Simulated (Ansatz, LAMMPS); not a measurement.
**Glassy 40SiO2-28Al2O3-16Li2O-16SrO (mol %) (85 atoms): geometry optimisation**

Aim: bring glassy 40SiO2-28Al2O3-16Li2O-16SrO (mol %) (85 atoms) to a nearby minimum of the energy and see what moves.

Program: Ansatz 0.2.0. Level of theory: Kohn-Sham DFT, PBE, PAW (set soft_2), plane waves. Results are calculated unless marked as measured.

## Step 1: The structure

The cell holds 85 atoms: 10 Si, 14 Al, 8 Li, 4 Sr and 49 O. Cell: a = 10.514 Å, b = 10.514 Å, c = 10.514 Å, α = 90.0°, β = 90.0°, γ = 90.0°. 85 atoms (10 Si, 14 Al, 8 Li, 4 Sr, 49 O) placed at random at 2.64 g/cm³, melted at 4000 K for 10 ps at fixed volume with the Morse and Coulomb pair potential with partial charges (Pedone, Malavasi, Menziani, Cormack and Segre, J. Phys. Chem. B 110, 11780 (2006)). Quenched from 4000 K to 300 K at 6 K/ps and fixed volume, held 5 ps, then minimised at fixed cell.

Before any run, some limits are plain. The quench rate of 6 K/ps is many orders above laboratory rates, so the cell is likely richer in defects and strain than a real sample. The starting topology of bonds comes from the classical model. Only the Γ point is sampled, in a cell whose shortest periodic width is 11 Å.

## Step 2: Single point at the start

A single point comes first, to see the forces before anything moves.

input.yaml

```yaml
crystal:
  lattice:
    - [10.5141, 0.0, 0.0]
    - [0.0, 10.5141, 0.0]
    - [0.0, 0.0, 10.5141]
  atoms:
    - { symbol: Si, position: [0.01023, 0.16602, 0.01133] }
    - { symbol: Si, position: [0.44158, 0.60963, 0.26874] }
    - { symbol: Si, position: [0.37954, 0.04164, 0.67663] }
    - { symbol: Si, position: [0.52698, 0.43947, 0.50261] }
    [... 75 atom lines left out ...]
    - { symbol: O, position: [0.80601, 0.5454, 0.75911] }
    - { symbol: O, position: [0.97771, 0.07349, 0.6666] }
    - { symbol: O, position: [0.43017, 0.94513, 0.10743] }
    - { symbol: O, position: [0.95291, 0.83259, 0.08805] }
    - { symbol: O, position: [0.20748, 0.3954, 0.05287] }
    - { symbol: O, position: [0.8563, 0.43074, 0.25808] }
kpoints:
  mp_grid: { grid: [1, 1, 1] }
hamiltonian:
  xc: pbe
scf:
  occupations: { method: fixed }
output:
  forces: true
  stress: true
  populations: true
  dos:
    method: { smearing: { sigma: 0.08 } }
    de: 0.1
    projected: { site_lists: { Al: [Al], Li: [Li], O: [O], Si: [Si], Sr: [Sr] } }
  eigenvalues: true
```

Started as:

```
$ ansatz run input.yaml --threads 4 --pin off --max-ram 8192MiB --backend cpu --events-out ev --progress --plain --runs-dir out
```

Wall time 16 s (4 threads of Arm Neoverse V1, shared host); peak memory 1.3 GiB.

Numbers from this run:

```
free energy                                      : -57612.1318 eV
free energy per atom                             : -677.7898 eV/atom
SCF cycles                                       : 9
pressure                                         : 3.237 GPa
r.m.s. force component                           : 0.7676 eV/Å
longest force                                    : 3.342 eV/Å
Fermi energy                                     : 3.294 eV
gap (highest filled to lowest empty level) : 3.693 eV
spilling of the projection                       : 0.0113
```

The r.m.s. force component of 0.77 eV/Å and the pressure of 3.2 GPa set the starting point.

Neighbours are counted within 2.27 Å (O-Al), 2.08 Å (O-Si), 2.48 Å (O-Li), 3.27 Å (O-Sr).

Length of the force by element and coordination:

| element | coordination | atoms | mean length of the force (eV/Å) | spread | least | most |
| --- | --- | --- | --- | --- | --- | --- |
| Al | all | 14 | 0.899 | 0.302 | 0.478 | 1.55 |
| Li | all | 8 | 0.384 | 0.163 | 0.176 | 0.653 |
| Li | 3 | 5 | 0.442 | 0.170 | 0.236 | 0.653 |
| Li | 4 | 3 | 0.287 | 0.0857 | 0.176 | 0.385 |
| O | all | 49 | 1.39 | 0.640 | 0.360 | 3.34 |
| O | 2 | 12 | 1.16 | 0.523 | 0.360 | 2.38 |
| O | 3 | 25 | 1.27 | 0.58 | 0.385 | 3.34 |
| O | 4 | 10 | 1.86 | 0.693 | 0.407 | 2.67 |
| O | 5 | 2 | 1.81 | 0.101 | 1.71 | 1.91 |
| Si | all | 10 | 1.35 | 0.468 | 0.616 | 2.18 |
| Sr | all | 4 | 0.612 | 0.217 | 0.236 | 0.754 |
| Sr | 5 | 1 | 0.754 | 0 | 0.754 | 0.754 |
| Sr | 6 | 1 | 0.236 | 0 | 0.236 | 0.236 |
| Sr | 7 | 1 | 0.735 | 0 | 0.735 | 0.735 |
| Sr | 8 | 1 | 0.724 | 0 | 0.724 | 0.724 |

## Step 3: Relaxation

With the cell held, the atoms are moved downhill towards a nearby minimum.

input.yaml, the sections that differ from step 2:

```yaml
output:
  forces: true
relax:
  f_tol: 0.03
  max_steps: 200
# crystal, kpoints, hamiltonian, scf: as in step 2
```

It took 2.6 min on 4 threads; peak memory 1.2 GiB.

The steps of the relaxation (22 of 23):

| step | energy less that of the first step (eV) | largest force component (eV/Å) |
| --- | --- | --- |
| 1 | 0.0000 | 2.8163 |
| 2 | -1.9245 | 1.2478 |
| 3 | -2.8227 | 0.6973 |
| 4 | -3.0520 | 0.4083 |
| 5 | -3.1324 | 0.1952 |
| 6 | -3.2006 | 0.3124 |
| 7 | -3.2672 | 0.2127 |
| 8 | -3.3282 | 0.5866 |
| 9 | -3.3984 | 0.1874 |
| 10 | -3.4334 | 0.2009 |
| 11 | -3.4604 | 0.1009 |
| 13 | -3.5112 | 0.1896 |
| 14 | -3.5256 | 0.1579 |
| 15 | -3.5467 | 0.2143 |
| 16 | -3.5630 | 0.1299 |
| 17 | -3.5681 | 0.0674 |
| 18 | -3.5704 | 0.0357 |
| 19 | -3.5711 | 0.0988 |
| 20 | -3.5736 | 0.0460 |
| 21 | -3.5746 | 0.0704 |
| 22 | -3.5758 | 0.0257 |
| 23 | -3.5758 | 0.0258 |

The atoms that moved most (Å):

| atom | dx | dy | dz | length |
| --- | --- | --- | --- | --- |
| Li30 | 0.800 | -0.080 | 0.501 | 0.947 |
| O85 | 0.492 | -0.042 | 0.273 | 0.564 |
| O54 | 0.233 | -0.375 | 0.194 | 0.483 |
| O63 | 0.275 | -0.255 | -0.294 | 0.477 |
| Li29 | -0.028 | -0.316 | -0.324 | 0.454 |
| O80 | -0.133 | 0.274 | -0.333 | 0.451 |
| O66 | -0.001 | 0.378 | 0.021 | 0.378 |
| Al11 | -0.272 | 0.066 | -0.239 | 0.368 |

The relaxation changed the energy by -42.1 meV/atom, and atoms moved by 0.24 Å r.m.s., 0.95 Å at most.

## Step 4: Structure statistics after relaxation

Bonds before and after, by the cutoffs listed below:

| pair | bonds before | bonds after | mean before (Å) | mean after (Å) | spread before (Å) | spread after (Å) |
| --- | --- | --- | --- | --- | --- | --- |
| O-Al | 56 | 58 | 1.757 | 1.807 | 0.050 | 0.077 |
| O-Si | 40 | 40 | 1.615 | 1.647 | 0.032 | 0.028 |
| O-Li | 27 | 26 | 2.077 | 2.029 | 0.113 | 0.098 |

Density 2.64 g/cm³, 13.67 Å³ an atom.

Pair distribution functions g(r), in bins of 0.2 Å:

| r (Å) | total | O-O | O-Al | O-Si | O-Li | O-Sr | Al-Al |
| --- | --- | --- | --- | --- | --- | --- | --- |
| 1.50 | 0.05 | 0.00 | 0.00 | 0.38 | 0.00 | 0.00 | 0.00 |
| 1.70 | 3.25 | 0.00 | 7.40 | 13.54 | 0.00 | 0.00 | 0.00 |
| 1.90 | 1.14 | 0.00 | 4.34 | 0.00 | 2.85 | 0.00 | 0.00 |
| 2.10 | 0.54 | 0.00 | 0.31 | 0.00 | 4.39 | 0.00 | 0.00 |
| 2.30 | 0.05 | 0.00 | 0.00 | 0.00 | 0.23 | 0.42 | 0.00 |
| 2.50 | 0.46 | 0.59 | 0.11 | 0.00 | 0.56 | 3.37 | 0.00 |
| 2.70 | 1.67 | 3.94 | 0.00 | 0.00 | 0.64 | 2.60 | 1.84 |
| 2.90 | 1.18 | 2.04 | 0.16 | 0.00 | 1.01 | 0.84 | 1.60 |
| 3.10 | 1.06 | 1.28 | 0.28 | 0.29 | 0.49 | 0.72 | 4.37 |
| 3.30 | 0.98 | 0.75 | 0.55 | 0.34 | 0.76 | 1.29 | 2.60 |
| 3.50 | 0.71 | 0.57 | 0.71 | 0.84 | 0.67 | 0.39 | 1.15 |
| 3.70 | 0.83 | 0.59 | 1.81 | 1.02 | 0.44 | 0.33 | 0.35 |
| 3.90 | 1.11 | 0.81 | 1.25 | 1.49 | 1.55 | 1.26 | 0.00 |
| 4.10 | 1.13 | 0.73 | 1.52 | 1.63 | 1.74 | 0.55 | 0.00 |
| 4.30 | 1.17 | 0.65 | 1.52 | 2.14 | 1.59 | 1.02 | 0.50 |
| 4.50 | 1.00 | 0.63 | 1.58 | 1.54 | 0.87 | 1.62 | 0.46 |
| 4.70 | 0.87 | 0.87 | 0.86 | 0.98 | 1.23 | 0.74 | 1.08 |
| 4.90 | 1.00 | 1.41 | 0.56 | 0.64 | 0.53 | 1.79 | 0.98 |
| 5.10 | 0.99 | 1.36 | 0.80 | 0.54 | 0.68 | 0.91 | 0.54 |

Bonds by pair of elements; cutoffs follow the first minimum of g(r), held within bounds set by covalent radii, and pairs that aren't listed don't count as bonded:

| pair A-B | cutoff (Å) | bonds | mean length (Å) | spread (Å) | shortest (Å) | B about A | A about B |
| --- | --- | --- | --- | --- | --- | --- | --- |
| O-Al | 2.33 | 58 | 1.81 | 0.077 | 1.71 | 1.18 | 4.14 |
| O-Si | 2.08 | 40 | 1.65 | 0.028 | 1.59 | 0.816 | 4 |
| O-Li | 2.38 | 26 | 2.03 | 0.098 | 1.88 | 0.531 | 3.25 |
| O-Sr | 3.05 | 21 | 2.63 | 0.157 | 2.37 | 0.429 | 5.25 |

The cutoff for O-Sr falls short of the minimum of g(r), so counts run low and odd coordinations can be artefacts.

How many atoms have how many bonded neighbours:

| element | mean | 2 | 3 | 4 | 5 | 6 |
| --- | --- | --- | --- | --- | --- | --- |
| Al | 4.14 | 0 | 0 | 12 | 2 | 0 |
| Li | 3.25 | 0 | 6 | 2 | 0 | 0 |
| O | 2.96 | 13 | 26 | 9 | 1 | 0 |
| Si | 4 | 0 | 0 | 10 | 0 | 0 |
| Sr | 5.25 | 0 | 0 | 1 | 1 | 2 |

Bond angles, per cent of each kind in bins of 5°:

| angle (°) | O-Al-O | O-Si-O | O-Sr-O | O-Li-O | Al-O-Al |
| --- | --- | --- | --- | --- | --- |
| 50–55 | 0.0 | 0.0 | 2.2 | 0.0 | 0.0 |
| 55–60 | 0.0 | 0.0 | 4.3 | 0.0 | 0.0 |
| 60–65 | 0.0 | 0.0 | 4.3 | 0.0 | 0.0 |
| 65–70 | 0.0 | 0.0 | 4.3 | 0.0 | 0.0 |
| 70–75 | 0.0 | 0.0 | 8.7 | 0.0 | 0.0 |
| 75–80 | 3.3 | 0.0 | 4.3 | 6.7 | 0.0 |
| 80–85 | 0.0 | 0.0 | 2.2 | 3.3 | 0.0 |
| 85–90 | 4.3 | 0.0 | 2.2 | 3.3 | 7.4 |
| 90–95 | 6.5 | 0.0 | 8.7 | 3.3 | 3.7 |
| 95–100 | 8.7 | 0.0 | 6.5 | 20.0 | 7.4 |
| 100–105 | 14.1 | 13.3 | 4.3 | 13.3 | 7.4 |
| 105–110 | 18.5 | 43.3 | 6.5 | 13.3 | 7.4 |
| 110–115 | 19.6 | 36.7 | 8.7 | 6.7 | 14.8 |
| 115–120 | 10.9 | 6.7 | 0.0 | 6.7 | 3.7 |
| 120–125 | 6.5 | 0.0 | 6.5 | 3.3 | 7.4 |
| 125–130 | 3.3 | 0.0 | 0.0 | 10.0 | 18.5 |
| 130–135 | 2.2 | 0.0 | 6.5 | 0.0 | 7.4 |
| 135–140 | 0.0 | 0.0 | 4.3 | 3.3 | 7.4 |
| 140–145 | 0.0 | 0.0 | 6.5 | 0.0 | 0.0 |
| 145–150 | 0.0 | 0.0 | 4.3 | 0.0 | 3.7 |
| 150–155 | 0.0 | 0.0 | 0.0 | 3.3 | 0.0 |
| 155–160 | 1.1 | 0.0 | 2.2 | 3.3 | 3.7 |
| 160–165 | 1.1 | 0.0 | 0.0 | 0.0 | 0.0 |
| 165–170 | 0.0 | 0.0 | 0.0 | 0.0 | 0.0 |
| 170–175 | 0.0 | 0.0 | 2.2 | 0.0 | 0.0 |

Bond angles (no mean is given where the spread exceeds 20°):

| angle | count | mean (°) | spread (°) |
| --- | --- | --- | --- |
| O-Al-O | 92 | 108 | 14.1 |
| O-Si-O | 60 | 109 | 3.9 |
| O-Sr-O | 46 | - | - |
| O-Li-O | 30 | 109 | 18.8 |
| Al-O-Al | 27 | 118 | 17.1 |

Oxygen atoms by the number of network formers (Si, P, Ge, B, Al, As, Ga) bound to them:

| network formers bound to O | O atoms | per cent |
| --- | --- | --- |
| 0 | 0 | 0 |
| 1 | 8 | 16.3 |
| 2 | 33 | 67.3 |
| 3 | 8 | 16.3 |

Network units: each former by its oxygen neighbours and how many of them bridge to another former:

| former | O neighbours | bridging O | atoms |
| --- | --- | --- | --- |
| Si | 4 | 3 | 5 |
| Si | 4 | 4 | 5 |
| Al | 4 | 3 | 3 |
| Al | 4 | 4 | 9 |
| Al | 5 | 5 | 2 |

Bond length by coordination (bonds to H left out):

| element | coordination | atoms | mean bond length (Å) |
| --- | --- | --- | --- |
| Al | 4 | 12 | 1.79 |
| Al | 5 | 2 | 1.91 |
| Li | 3 | 6 | 2.00 |
| Li | 4 | 2 | 2.09 |
| O | 2 | 13 | 1.69 |
| O | 3 | 26 | 1.93 |
| O | 4 | 9 | 2.04 |
| O | 5 | 1 | 2.24 |
| Sr | 4 | 1 | 2.56 |
| Sr | 5 | 1 | 2.61 |
| Sr | 6 | 2 | 2.67 |

Rings of the network by King's shortest-path rule, up to 12 atoms, one path for each pair of neighbours; H, halogens, alkali and alkaline-earth atoms are left out, and the last column divides by all other atoms, bonded or not:

| ring size (atoms) | rings | per network atom |
| --- | --- | --- |
| 4 | 3 | 0.041 |
| 6 | 7 | 0.096 |
| 8 | 9 | 0.123 |
| 10 | 15 | 0.205 |
| 12 | 12 | 0.164 |

For some of the pairs, g(r) has its first main peak near 2.7 Å (O-O), 1.8 Å (O-Al), 1.6 Å (O-Si), 2.0 Å (O-Li) and 2.6 Å (O-Sr). The O-Al-O angle averages 108° with a spread of 14°. 67 % of the oxygens bridge two formers (Si and Al) and 16 % are non-bridging; 16 % join three. The commonest Al unit has 4 oxygens, 4 of them shared with other formers (9 of 14 atoms). Rings of 10 atoms are the most common (33 % of those counted); sizes run from 4 to 12, where the search stops.

## Step 5: Single point at the relaxed geometry

One more single point at the end of the walk gives the fuller output and checks the residual forces.

input.yaml

```yaml
crystal:
  lattice:
    - [10.5141, 0.0, 0.0]
    - [0.0, 10.5141, 0.0]
    - [0.0, 0.0, 10.5141]
  atoms:
    - { symbol: Si, position: [0.01783, 0.15614, 0.01751] }
    - { symbol: Si, position: [0.44646, 0.60862, 0.25878] }
    - { symbol: Si, position: [0.36855, 0.03789, 0.68932] }
    - { symbol: Si, position: [0.52225, 0.44297, 0.49873] }
    [... 75 atom lines left out ...]
    - { symbol: O, position: [0.79332, 0.57147, 0.72746] }
    - { symbol: O, position: [0.96375, 0.07578, 0.67572] }
    - { symbol: O, position: [0.44072, 0.93781, 0.10528] }
    - { symbol: O, position: [0.96565, 0.82574, 0.09412] }
    - { symbol: O, position: [0.18129, 0.39983, 0.03539] }
    - { symbol: O, position: [0.90305, 0.42671, 0.28405] }
kpoints:
  mp_grid: { grid: [1, 1, 1] }
hamiltonian:
  xc: pbe
scf:
  occupations: { method: fixed }
output:
  forces: true
  stress: true
  populations: true
  dos:
    method: { smearing: { sigma: 0.08 } }
    de: 0.1
    projected: { site_lists: { Al: [Al], Li: [Li], O: [O], Si: [Si], Sr: [Sr] } }
  eigenvalues: true
  write_density: true
  write_potential: true
  volumetric_format: npy
  elf: true
```

Wall time 17 s (4 threads); peak memory 1.3 GiB; 64 s of CPU time.

The program notes that the exchange-correlation potential is rough where the density is thin.

The run gave:

| Quantity | Value |
| --- | --- |
| free energy | -57615.7077 eV |
| free energy per atom | -677.8319 eV/atom |
| SCF cycles | 9 |
| pressure | -2.083 GPa |
| r.m.s. force component | 0.00602 eV/Å |
| longest force | 0.03683 eV/Å |
| Fermi energy | 3.254 eV |
| gap (highest filled to lowest empty level) | 3.827 eV |
| spilling of the projection | 0.01121 |

Löwdin charges by element (they lack the spilled electrons, 0.058 e an atom on average):

| element | coordination | atoms | mean charge (e) | spread | least | most |
| --- | --- | --- | --- | --- | --- | --- |
| Al | all | 14 | 1.29 | 0.0466 | 1.20 | 1.38 |
| Li | all | 8 | 0.805 | 0.0208 | 0.783 | 0.844 |
| O | all | 49 | -0.893 | 0.0806 | -1.12 | -0.796 |
| Si | all | 10 | 1.67 | 0.0288 | 1.63 | 1.71 |
| Sr | all | 4 | 1.85 | 0.0105 | 1.83 | 1.86 |

Density of states as counts of states in windows of 1 eV (from the Fermi level), total and the larger projections:

| from (eV) | to (eV) | total | O p |
| --- | --- | --- | --- |
| -14 | -13 | 0.1 | 0.0 |
| -13 | -9 | 0.0 | 0.0 |
| -9 | -8 | 3.0 | 2.0 |
| -8 | -7 | 10.8 | 7.3 |
| -7 | -6 | 9.9 | 7.2 |
| -6 | -5 | 26.2 | 19.9 |
| -5 | -4 | 34.4 | 27.0 |
| -4 | -3 | 42.2 | 35.3 |
| -3 | -2 | 58.2 | 52.8 |
| -2 | -1 | 69.8 | 65.7 |
| -1 | 0 | 39.2 | 37.5 |
| 0 | 1 | 0.4 | 0.4 |
| 1 | 3 | 0.0 | 0.0 |
| 3 | 4 | 2.0 | 0.0 |
| 4 | 5 | 0.0 | 0.0 |

The curve was stored every 0.10 eV, coarse against its broadening of 0.08 eV, so these counts are rough.

With fixed occupations the program's Fermi level is the highest filled level; weight inside the gap is the broadening of levels at its edges.

Between -26 and -14 eV lie 122 more states.

The stored curve holds about 416 of the 440 electrons; the rest, give or take the few that broadening carries across the Fermi level, lie in deeper levels below its range.

The levels nearest the highest filled one (over half full), pooled over k-points and spins:

| level less the highest filled one (eV) | occupation |
| --- | --- |
| -0.437 | 2 |
| -0.387 | 2 |
| -0.305 | 2 |
| -0.217 | 2 |
| -0.0876 | 2 |
| 0 | 2 |
| 3.83 | 0 |
| 5.34 | 0 |
| 5.61 | 0 |
| 5.67 | 0 |
| 5.73 | 0 |
| 5.81 | 0 |

Mean Löwdin charges: Al +1.29, Li +0.81, O -0.89, Si +1.67, Sr +1.85 e (they miss 1.1 % of the electrons, so they add up to more than the cell's charge).

## Step 6: What came out

```yaml
energy_change_in_the_relaxation: -42.07 meV/atom
r_m_s_displacement: 0.24 Å
largest_displacement: 0.947 Å
free_energy_per_atom: -677.8319 eV/atom
pressure: -2.083 GPa
r_m_s_force_component: 0.00602 eV/Å
spacing_of_highest_filled_and_lowest_empty_level: 3.827 eV
wall_time_of_the_3_dft_runs: 3.2 min
```

What this shows: Relaxation lowers the energy by 42.1 meV/atom and moves atoms by 0.24 Å r.m.s.; the r.m.s. force component goes from 0.77 to 0.0060 eV/Å, the pressure goes from 3.2 to -2.1 GPa, and the gap from 3.69 to 3.83 eV. First to last step the energy falls by 3.576 eV; the largest move, 0.95 Å, is that of Li30. The O-Al bonds go from 1.757 Å (spread 0.050) to 1.807 Å (spread 0.077), and their number from 56 to 58. 67 % of the oxygens bridge two formers (Si and Al) and 16 % are non-bridging; 16 % join three. The highest filled and lowest empty levels differ by 3.83 eV (at Γ alone); a semilocal functional tends to put such gaps too low. In a disordered cell it changes from sample to sample, and tail or defect levels can set it.

**Limits.** The network of bonds at the start is that of the classical potential that made the cell; in DFT atoms moved by 0.24 Å r.m.s. The pressure of -2.1 GPa says that the cell would shrink at this level of theory.

[Logs are printed without paths, hosts, clocks, repeated set-up lines and the standing remarks that a program may print on its own settings, such as how far it seeks lower states.]

[Hosts, paths, dates, database ids (printed as entryN), source tags and the programs' standing remarks are cut or masked in the printed files.]
